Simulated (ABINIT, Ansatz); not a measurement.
# Quasiparticle gap of MgTiF6 (R-3) in ABINIT, part 2 of 3

Aim: the G0W0 gap of MgTiF6 (R-3) on PBEsol, step by step.

ABINIT 10.8.3; PBEsol and many-body steps on it, plane waves. Known limits of the many-body steps: short of the basis limit; coarse k mesh.

So far. Step 2 (Ground state): The gap is indirect, with the least direct gap 0.009 eV higher.

## Step 3: Bands along the symmetry lines

Level of this step: DFT, PBEsol, plane waves, norm-conserving pseudopotentials (ABINIT).

Levels along a band path, at the cheap level, show where the edges lie and whether the meshes to come will hold them.

run.abi

```
acell 3*1.0 Angstrom
rprim 
  2.608280093927 1.505891214373 4.444507563992
  -2.608280093927 1.505891214373 4.444507563992
  0.000000000000 -3.011782428679 4.444507564015
ntypat 3
znucl 12 22 9
natom 8
typat 1 2 3 3 3 3 3 3
xred 
  0.500000000000 0.500000000000 0.500000000000
  0.000000000000 0.000000000000 0.000000000000
  0.671617650000 0.842455580000 0.242244330000
  0.842455580000 0.242244330000 0.671617650000
  0.757755670000 0.328382350000 0.157544420000
  0.157544420000 0.757755670000 0.328382350000
  0.328382350000 0.157544420000 0.757755670000
  0.242244330000 0.671617650000 0.842455580000
pp_dirpath "pseudos"
pseudos "Mg.upf, Ti.upf, F.upf"
ecut 38
iscf -2
irdden 1
kptopt 0
nkpt 31
kpt 
  0.00000000 0.00000000 0.00000000
  -0.12500000 -0.12500000 -0.12500000
  -0.25000000 -0.25000000 -0.25000000
  -0.37500000 -0.37500000 -0.37500000
  -0.50000000 -0.50000000 -0.50000000
  -0.50000000 -0.43579991 -0.56420009
  -0.50000000 -0.37159982 -0.62840018
  -0.50000000 -0.30739974 -0.69260026
  -0.50000000 -0.24319965 -0.75680035
  -0.24319965 0.24319965 -0.50000000
  -0.18239974 0.18239974 -0.50000000
  -0.12159982 0.12159982 -0.50000000
  -0.06079991 0.06079991 -0.50000000
  0.00000000 0.00000000 -0.50000000
  0.00000000 0.00000000 -0.37500000
  0.00000000 0.00000000 -0.25000000
  0.00000000 0.00000000 -0.12500000
  0.00000000 0.00000000 0.00000000
  0.00000000 0.09289996 -0.09289996
  0.00000000 0.18579991 -0.18579991
  0.00000000 0.27869986 -0.27869986
  0.00000000 0.37159982 -0.37159982
  -0.37159982 0.00000000 -0.62840018
  -0.40369986 0.00000000 -0.59630014
  -0.43579991 0.00000000 -0.56420009
  -0.46789996 0.00000000 -0.53210004
  -0.50000000 0.00000000 -0.50000000
  -0.37500000 0.00000000 -0.37500000
  -0.25000000 0.00000000 -0.25000000
  -0.12500000 0.00000000 -0.12500000
  0.00000000 0.00000000 0.00000000
istwfk *1
nband 39
nbdbuf 2
tolwfr 1e-08
nstep 40
prtwf 0
prtvol 0
indata_prefix "in"
outdata_prefix "out"
tmpdata_prefix "tmp"
```

On the command line:

```
$ OMP_NUM_THREADS=1 mpirun -n 4 abinit run.abi > log
```

Standard output:

```text
.Version 10.8.3 of ABINIT. v10.8.2 released Aug 2026.

 Symmetries : space group R-3 (#148); Bravais hR (rhombohedral)
[... echo of the input left out ...]
== DATASET  1 ==================================================================
-   mpi_nproc: 4, omp_nthreads: 1 (-1 if OMP is not activated)

--- !DatasetInfo
iteration_state: {dtset: 1, }
dimensions: {natom: 8, nkpt: 31, mband: 39, nsppol: 1, nspinor: 1, nspden: 1, mpw: 7942, }
cutoff_energies: {ecut:  38.0, pawecutdg:  -1.0, }
electrons: {nelect:   6.40000000E+01, charge:   0.00000000E+00, occopt:   1.00000000E+00, tsmear:   1.00000000E-02, }

 Real(R)+Recip(G) space primitive vectors, cartesian coordinates (Bohr,Bohr^-1):
 R(1)=  4.9289350  2.8457220  8.3989021  G(1)=  0.1014418  0.0585674  0.0396877
 R(2)= -4.9289350  2.8457220  8.3989021  G(2)= -0.1014418  0.0585674  0.0396877
 R(3)=  0.0000000 -5.6914439  8.3989021  G(3)=  0.0000000 -0.1171349  0.0396877
 Unit cell volume ucvol=  7.0683709E+02 bohr^3
 Angles (23,13,12)=  5.81321410E+01  5.81321410E+01  5.81321410E+01 degrees

 getcut: wavevector=  0.0000  0.0000  0.0000  ngfft=  60  60  60
         ecut(hartree)=     38.000   => boxcut(ratio)=   2.13122

--- Pseudopotential description ------------------------------------------------
- Mg Generated using ONCVPSP code by D. R. Hamann
- 12.00000  10.00000  180301                  znucl, zion, pspdat
12 -116133 1 -1 1510                          pspcod,pspxc,lmax,lloc,mmax
     nproj     2     2     0
  pspatm : epsatm=    9.18226799
         --- l  ekb(1:nproj) -->
             0    2.230603   -0.826587
             1   -6.503151   -2.501445
 pspatm: atomic psp has been read  and splines computed

- Ti Generated using ONCVPSP code by D. R. Hamann
- 22.00000  12.00000  180301                  znucl, zion, pspdat
12 -116133 2 -1 1586                          pspcod,pspxc,lmax,lloc,mmax
     nproj     2     2     2
  pspatm : epsatm=   14.76920182
         --- l  ekb(1:nproj) -->
             0   11.321950    1.254474
[...]
pspatm: atomic psp has been read  and splines computed

- F Generated using ONCVPSP code by D. R. Hamann
-  9.00000   7.00000  180301                  znucl, zion, pspdat
12 -116133 2 -1 832                           pspcod,pspxc,lmax,lloc,mmax
     nproj     2     2     1
  pspatm : epsatm=    4.89824381
         --- l  ekb(1:nproj) -->
[...]
2   -2.394754
 pspatm: atomic psp has been read  and splines computed

--------------------------------------------------------------------------------

================================================================================
 prteigrs : about to open file out_EIG
 Non-SCF case, kpt    1 (  0.00000  0.00000  0.00000), residuals and eigenvalues=
  6.39E-09  5.06E-09  1.80E-09  4.23E-09  3.95E-09  4.21E-09  5.64E-09  7.18E-09
[...]
-6.1708E-02 -6.1708E-02  1.1791E-01  1.1791E-01  1.1794E-01  2.2058E-01
[...]
--- !ResultsGS
iteration_state: {dtset: 1, }
comment   : Summary of ground state results
lattice_vectors:
- [  4.9289350,   2.8457220,   8.3989021, ]
- [ -4.9289350,   2.8457220,   8.3989021, ]
- [  0.0000000,  -5.6914439,   8.3989021, ]
lattice_lengths: [  10.14564,   10.14564,   10.14564, ]
lattice_angles: [ 58.132,  58.132,  58.132, ] # degrees, (23, 13, 12)
lattice_volume:   7.0683709E+02
convergence: {deltae:  0.000E+00, res2:  0.000E+00, residm:  9.998E-09, diffor:  0.000E+00, }
etotal    :  -2.66474986E+02
entropy   :   0.00000000E+00
fermie    :  -6.17074629E-02
cartesian_stress_tensor: null
pressure_GPa: null
xred      :
- [  5.0000E-01,   5.0000E-01,   5.0000E-01, Mg]
- [  0.0000E+00,   0.0000E+00,   0.0000E+00, Ti]
- [  6.7162E-01,   8.4246E-01,   2.4224E-01,  F]
- [  8.4246E-01,   2.4224E-01,   6.7162E-01,  F]
- [  7.5776E-01,   3.2838E-01,   1.5754E-01,  F]
- [  1.5754E-01,   7.5776E-01,   3.2838E-01,  F]
- [  3.2838E-01,   1.5754E-01,   7.5776E-01,  F]
- [  2.4224E-01,   6.7162E-01,   8.4246E-01,  F]
cartesian_forces: null
force_length_stats: {min: null, max: null, mean: null, }

 Integrated electronic density in atomic spheres:
 ------------------------------------------------
 Atom  Sphere_radius  Integrated_density
[...]
================================================================================

 ----iterations are completed or convergence reached----

 Mean square residual over all n,k,spin=   49.431E-10; max=  99.983E-10
 reduced coordinates (array xred) for    8 atoms
[...]
0.328382      0.157544      0.757756
       0.242244      0.671618      0.842456

 cartesian coordinates (angstrom) at end:
    1      0.000000     3.35e-11     6.666761
    2      0.000000     0.000000     0.000000
    3     -0.445593     1.550442     7.805967
[...]
7      0.445593    -1.550442     5.527556
    8     -1.119926    -1.161116     7.805967
 length scales=  1.889726  1.889726  1.889726 bohr
              =  1.000000  1.000000  1.000000 angstroms
 prteigrs : about to open file out_EIG
 Eigenvalues (hartree) for nkpt=  31  k points:
 kpt#   1, nband= 39, wtk=  1.00000, kpt=  0.0000  0.0000  0.0000 (reduced coord)
[...]
kpt#   2, nband= 39, wtk=  1.00000, kpt= -0.1250 -0.1250 -0.1250 (reduced coord)
[...]
kpt#   3, nband= 39, wtk=  1.00000, kpt= -0.2500 -0.2500 -0.2500 (reduced coord)
[...]
kpt#  30, nband= 39, wtk=  1.00000, kpt= -0.1250  0.0000 -0.1250 (reduced coord)
[...]
0.11787    0.11860    0.11891    0.21852    0.22059    0.25975    0.42700
 kpt#  31, nband= 39, wtk=  1.00000, kpt=  0.0000  0.0000  0.0000 (reduced coord)
[...]
-0.17224   -0.15935   -0.15598   -0.15598   -0.15097   -0.15097   -0.14552   -0.09027
  -0.08041   -0.08041   -0.07604   -0.07604   -0.07551   -0.07025   -0.06171   -0.06171
   0.11791    0.11791    0.11794    0.22058    0.22058    0.24981    0.42692

== END DATASET(S) ==============================================================
================================================================================

 -outvars: echo values of variables after computation  --------
            nband          39
             nkpt          31
          spgroup         148
 [... the other variables as echoed above ...]

 Calculation completed.
```

Run time: 60 s. Hardware: 4 MPI ranks of Arm Neoverse V2, shared host; peak memory 0.48 GiB.

Numbers from this step:

```
gap                        : 4.879 eV
k of the valence top       : 0, 0, 0
k of the conduction bottom : -0.5, 0, -0.5
least direct gap           : 4.888 eV
```

The gap is 4.879 eV, as in the run before at this level.

Electronic bands along the path, in eV, zero at the top of the highest filled band:

```csv
point,band 29,band 30,band 31,band 32,band 33,band 34,band 35,band 36
Γ,-0.38,-0.23,0.00,0.00,4.89,4.89,4.89,7.68
halfway,-0.40,-0.27,-0.09,-0.09,4.92,4.94,4.94,7.62
T,-0.35,-0.35,-0.26,-0.26,4.95,5.00,5.00,7.56
halfway,-0.45,-0.34,-0.25,-0.23,4.96,4.98,5.01,7.42
H2,-0.65,-0.49,-0.21,-0.20,4.94,4.96,5.04,7.31
jump to H0,-0.65,-0.49,-0.21,-0.20,4.94,4.96,5.04,7.31
halfway,-0.42,-0.33,-0.22,-0.18,4.92,4.94,5.01,7.42
L,-0.36,-0.29,-0.24,-0.14,4.90,4.93,5.00,7.52
halfway,-0.41,-0.21,-0.09,-0.05,4.89,4.91,4.95,7.60
Γ,-0.38,-0.23,0.00,0.00,4.89,4.89,4.89,7.68
halfway,-0.40,-0.22,-0.13,-0.06,4.90,4.93,4.95,7.58
S0,-0.44,-0.40,-0.34,-0.12,4.91,4.96,5.04,7.30
jump to S2,-0.44,-0.40,-0.34,-0.12,4.91,4.96,5.04,7.30
halfway,-0.50,-0.46,-0.42,-0.07,4.89,4.97,5.06,7.22
F,-0.53,-0.43,-0.42,-0.05,4.88,4.98,5.07,7.19
halfway,-0.43,-0.25,-0.16,-0.04,4.88,4.94,4.98,7.45
Γ,-0.38,-0.23,0.00,0.00,4.89,4.89,4.89,7.68
```

## Step 4: Empty states on the mesh, 2×2×2 mesh, 91 bands

The sums over transitions need many empty states on a uniform mesh; this step solves for them.

run.abi

```
acell 3*1.0 Angstrom
rprim 
  2.608280093927 1.505891214373 4.444507563992
  -2.608280093927 1.505891214373 4.444507563992
  0.000000000000 -3.011782428679 4.444507564015
ntypat 3
znucl 12 22 9
natom 8
typat 1 2 3 3 3 3 3 3
xred 
  0.500000000000 0.500000000000 0.500000000000
  0.000000000000 0.000000000000 0.000000000000
  0.671617650000 0.842455580000 0.242244330000
  0.842455580000 0.242244330000 0.671617650000
  0.757755670000 0.328382350000 0.157544420000
  0.157544420000 0.757755670000 0.328382350000
  0.328382350000 0.157544420000 0.757755670000
  0.242244330000 0.671617650000 0.842455580000
pp_dirpath "pseudos"
pseudos "Mg.upf, Ti.upf, F.upf"
ecut 38
ngkpt 2 2 2
nshiftk 1
shiftk 0 0 0
kptopt 1
chksymbreak 0
iscf -2
irdden 1
istwfk *1
nband 91
nbdbuf 8
tolwfr 1e-09
nstep 60
prtvol 0
indata_prefix "in"
outdata_prefix "out"
tmpdata_prefix "tmp"
```

Standard output:

```text
.Version 10.8.3 of ABINIT. v10.8.2 released Aug 2026.

 Symmetries : space group R-3 (#148); Bravais hR (rhombohedral)
[... echo of the input left out ...]
== DATASET  1 ==================================================================
-   mpi_nproc: 4, omp_nthreads: 1 (-1 if OMP is not activated)

--- !DatasetInfo
iteration_state: {dtset: 1, }
dimensions: {natom: 8, nkpt: 4, mband: 91, nsppol: 1, nspinor: 1, nspden: 1, mpw: 7942, }
cutoff_energies: {ecut:  38.0, pawecutdg:  -1.0, }
electrons: {nelect:   6.40000000E+01, charge:   0.00000000E+00, occopt:   1.00000000E+00, tsmear:   1.00000000E-02, }

 Real(R)+Recip(G) space primitive vectors, cartesian coordinates (Bohr,Bohr^-1):
 R(1)=  4.9289350  2.8457220  8.3989021  G(1)=  0.1014418  0.0585674  0.0396877
 R(2)= -4.9289350  2.8457220  8.3989021  G(2)= -0.1014418  0.0585674  0.0396877
 R(3)=  0.0000000 -5.6914439  8.3989021  G(3)=  0.0000000 -0.1171349  0.0396877
 Unit cell volume ucvol=  7.0683709E+02 bohr^3
 Angles (23,13,12)=  5.81321410E+01  5.81321410E+01  5.81321410E+01 degrees

 getcut: wavevector=  0.0000  0.0000  0.0000  ngfft=  60  60  60
         ecut(hartree)=     38.000   => boxcut(ratio)=   2.13122

--- Pseudopotential description ------------------------------------------------
- Mg Generated using ONCVPSP code by D. R. Hamann
- 12.00000  10.00000  180301                  znucl, zion, pspdat
12 -116133 1 -1 1510                          pspcod,pspxc,lmax,lloc,mmax
     nproj     2     2     0
  pspatm : epsatm=    9.18226799
         --- l  ekb(1:nproj) -->
             0    2.230603   -0.826587
             1   -6.503151   -2.501445
 pspatm: atomic psp has been read  and splines computed

- Ti Generated using ONCVPSP code by D. R. Hamann
- 22.00000  12.00000  180301                  znucl, zion, pspdat
12 -116133 2 -1 1586                          pspcod,pspxc,lmax,lloc,mmax
     nproj     2     2     2
  pspatm : epsatm=   14.76920182
         --- l  ekb(1:nproj) -->
             0   11.321950    1.254474
[...]
pspatm: atomic psp has been read  and splines computed

- F Generated using ONCVPSP code by D. R. Hamann
-  9.00000   7.00000  180301                  znucl, zion, pspdat
12 -116133 2 -1 832                           pspcod,pspxc,lmax,lloc,mmax
     nproj     2     2     1
  pspatm : epsatm=    4.89824381
         --- l  ekb(1:nproj) -->
[...]
2   -2.394754
 pspatm: atomic psp has been read  and splines computed

--------------------------------------------------------------------------------

================================================================================
 prteigrs : about to open file out_EIG
 Non-SCF case, kpt    1 (  0.00000  0.00000  0.00000), residuals and eigenvalues=
  6.79E-10  3.20E-10  4.47E-10  5.78E-10  2.83E-10  2.11E-10  6.40E-10  4.93E-10
  1.31E-10  3.89E-10  9.51E-10  1.73E-10  1.09E-10  1.38E-10  1.63E-10  1.23E-10
  1.29E-10  5.77E-10  2.99E-10  9.25E-10  3.97E-10  9.47E-10  1.49E-10  6.51E-10
[...]
-2.6439E+00 -2.0878E+00 -1.4301E+00 -1.4301E+00 -1.4300E+00 -1.2226E+00
 -1.2226E+00 -1.2223E+00 -8.0798E-01 -7.8596E-01 -7.8596E-01 -7.7443E-01
 -7.7406E-01 -7.7406E-01 -2.0150E-01 -1.7224E-01 -1.7224E-01 -1.5935E-01
[...]
1.1880E+00  1.2182E+00  1.2291E+00  1.2291E+00  1.2579E+00  1.2963E+00
  1.2963E+00  1.3109E+00  1.3466E+00  1.3655E+00  1.3655E+00  1.4319E+00
  1.4451E+00
 prteigrs : prtvol=0 or 1, do not print more k-points.

--- !ResultsGS
iteration_state: {dtset: 1, }
comment   : Summary of ground state results
lattice_vectors:
- [  4.9289350,   2.8457220,   8.3989021, ]
- [ -4.9289350,   2.8457220,   8.3989021, ]
- [  0.0000000,  -5.6914439,   8.3989021, ]
lattice_lengths: [  10.14564,   10.14564,   10.14564, ]
lattice_angles: [ 58.132,  58.132,  58.132, ] # degrees, (23, 13, 12)
lattice_volume:   7.0683709E+02
convergence: {deltae:  0.000E+00, res2:  0.000E+00, residm:  9.950E-10, diffor:  0.000E+00, }
etotal    :  -2.66474986E+02
entropy   :   0.00000000E+00
fermie    :  -6.17074629E-02
cartesian_stress_tensor: null
pressure_GPa: null
xred      :
- [  5.0000E-01,   5.0000E-01,   5.0000E-01, Mg]
- [  0.0000E+00,   0.0000E+00,   0.0000E+00, Ti]
- [  6.7162E-01,   8.4246E-01,   2.4224E-01,  F]
- [  8.4246E-01,   2.4224E-01,   6.7162E-01,  F]
- [  7.5776E-01,   3.2838E-01,   1.5754E-01,  F]
- [  1.5754E-01,   7.5776E-01,   3.2838E-01,  F]
- [  3.2838E-01,   1.5754E-01,   7.5776E-01,  F]
- [  2.4224E-01,   6.7162E-01,   8.4246E-01,  F]
cartesian_forces: null
force_length_stats: {min: null, max: null, mean: null, }

 Integrated electronic density in atomic spheres:
 ------------------------------------------------
 Atom  Sphere_radius  Integrated_density
[...]
================================================================================

 ----iterations are completed or convergence reached----

 Mean square residual over all n,k,spin=   46.581E-11; max=  99.496E-11
 reduced coordinates (array xred) for    8 atoms
[...]
0.242244      0.671618      0.842456

 cartesian coordinates (angstrom) at end:
    1      0.000000     3.35e-11     6.666761
    2      0.000000     0.000000     0.000000
    3     -0.445593     1.550442     7.805967
[...]
7      0.445593    -1.550442     5.527556
    8     -1.119926    -1.161116     7.805967
 length scales=  1.889726  1.889726  1.889726 bohr
              =  1.000000  1.000000  1.000000 angstroms
 prteigrs : about to open file out_EIG
 Eigenvalues (hartree) for nkpt=   4  k points:
 kpt#   1, nband= 91, wtk=  0.12500, kpt=  0.0000  0.0000  0.0000 (reduced coord)
[...]
1.09040    1.09319    1.09319    1.11325    1.11325    1.18804    1.18804    1.21824
   1.22909    1.22909    1.25790    1.29631    1.29631    1.31088    1.34658    1.36548
   1.36548    1.43187    1.44513
 prteigrs : prtvol=0 or 1, do not print more k-points.

== END DATASET(S) ==============================================================
================================================================================

 -outvars: echo values of variables after computation  --------
            nband          91
             nkpt           4
          spgroup         148
 [... the other variables as echoed above ...]

 Calculation completed.
```

Run time: 20 s. Hardware: 4 MPI ranks; peak memory 0.4 GiB.

Read from the output:

- gap: 4.879 eV
- k of the valence top: 0, 0, 0
- k of the conduction bottom: 0.5, 0.5, 0
- least direct gap: 4.888 eV
- k points computed: 4
- lowest point of the top converged band, above the valence top: 35.91 eV

On this mesh the gap is 4.879 eV.

## Step 5: Screening, 2×2×2 mesh, 83 bands, screening to 98 eV

The RPA dielectric matrix is built and inverted for each q.

This step: RPA screening on PBEsol, plane waves, norm-conserving pseudopotentials.

run.abi, as its differences from that of step 4:

```diff
@@ -26,10 +26,11 @@
 chksymbreak 0
-iscf -2
-irdden 1
 istwfk *1
-nband 91
-nbdbuf 8
-tolwfr 1e-09
-nstep 60
-prtvol 0
+occopt 1
+irdwfk 1
+optdriver 3
+nband 83
+ecuteps 3.6
+inclvkb 2
+awtr 1
+symchi 1
 indata_prefix "in"
```

Standard output:

```text
.Version 10.8.3 of ABINIT. v10.8.2 released Aug 2026.

 Symmetries : space group R-3 (#148); Bravais hR (rhombohedral)
[... echo of the input left out ...]
== DATASET  1 ==================================================================
-   mpi_nproc: 4, omp_nthreads: 1 (-1 if OMP is not activated)

--- !DatasetInfo
iteration_state: {dtset: 1, }
dimensions: {natom: 8, nkpt: 4, mband: 83, nsppol: 1, nspinor: 1, nspden: 1, mpw: 7942, }
cutoff_energies: {ecut:  38.0, pawecutdg:  -1.0, }
electrons: {nelect:   6.40000000E+01, charge:   0.00000000E+00, occopt:   1.00000000E+00, tsmear:   1.00000000E-02, }

 SCREENING: Calculation of the susceptibility and dielectric matrices

 Based on a program developped by R.W. Godby, V. Olevano, G. Onida, and L. Reining.
 Incorporated in ABINIT by V. Olevano, G.-M. Rignanese, and M. Torrent.
.Using double precision arithmetic ; gwpc =  8

[... cell and pseudopotentials left out ...]
--------------------------------------------------------------------------------

 ==== K-mesh for the wavefunctions ====
 Number of points in the irreducible wedge :     4
[... list of points left out ...]
 Together with  6 symmetry operations and time-reversal symmetry
 yields     8 points in the full Brillouin Zone.

 ==== Q-mesh for the screening function ====
 Number of points in the irreducible wedge :     4
[... list of points left out ...]
 Together with  6 symmetry operations and time-reversal symmetry
 yields     8 points in the full Brillouin Zone.

 setmesh: FFT mesh size selected  =    40x   40x   40
          total number of points  =        64000

 vcoul_init : cutoff-mode = AUXILIARY_FUNCTION
 q-points for optical limit:   1
     1)      0.000010    0.000020    0.000030

- screening: taking advantage of time-reversal symmetry
- Maximum band index for partially occupied states nbvw = 32
- Remaining bands to be divided among processors   nbcw = 51
- Number of bands treated by each node ~12

 Number of electrons calculated from density =   64.0000; Expected =   64.0000
 average of density, n =  0.090544
 r_s =    1.3815
 omega_plasma =   29.0259 [eV]

 calculating chi0 at frequencies [eV] :
  1    0.000000E+00    0.000000E+00
  2    0.000000E+00    2.902592E+01

--------------------------------------------------------------------------------
  q-point number  1        q = ( 0.000000, 0.000000, 0.000000) [r.l.u.]
--------------------------------------------------------------------------------
[... chi0 elements left out ...]
 For q-point:  0.000010 0.000020 0.000030
  dielectric constant =   2.2693
  dielectric constant without local fields =   2.6198

  Average fulfillment of the sum rule on Im[epsilon] for q-point    1 :     26.48  [%]
[... wings left out ...]
  q-point number  2        q = ( 0.500000, 0.000000, 0.000000) [r.l.u.]
--------------------------------------------------------------------------------
[... chi0 elements left out ...]
  Average fulfillment of the sum rule on Im[epsilon] for q-point    2 :     32.28  [%]

 [... 2 further q-points ...]
```

Run time: 23 s. Hardware: 4 MPI ranks; peak memory 1.3 GiB.

Read from the output:

```
ε∞ with local fields, on this mesh    : 2.269
ε∞ without local fields, on this mesh : 2.620
plasma frequency                      : 29.03 eV
plane waves in the screening matrix   : 247
```

Local fields lower ε∞ by 13 %. On a Γ-centred mesh this coarse the value itself is usually too large, while a short band sum pulls it down.

(Part 2 of 3 ends here.)

[Long decimals in the printed logs are rounded to 6 places.]

[Logs are printed without paths, hosts, clocks, repeated set-up lines and the standing remarks that a program may print on its own settings, such as how far it seeks lower states.]

[Paths, hosts, dates, memory and timing lines, banners, echoed tables and standing remarks are left out of the program output; an Ansatz launch command may be rebuilt from the run's recorded settings. Measured values are a selection of at most five: reports struck by readers or far from the other reports are left out. None is set beside runs whose start may be inverted or whose files or cutoffs have a known fault.]

[Runs of the session that timed out or met a known fault of the program may be left out.]

[Hosts, paths, dates, database ids (printed as entryN), source tags and the programs' standing remarks are cut or masked in the printed files.]

[G0W0 gaps are taken among the corrected bands and points alone; a level outside them can change the order at an edge.]

[Where Ansatz stands beside ABINIT at settings called matched, ABINIT's density can come from a denser mesh and the files from another edition; pairs whose starting gaps differed by over 0.03 eV were left out, so agreement reads better than it is.]
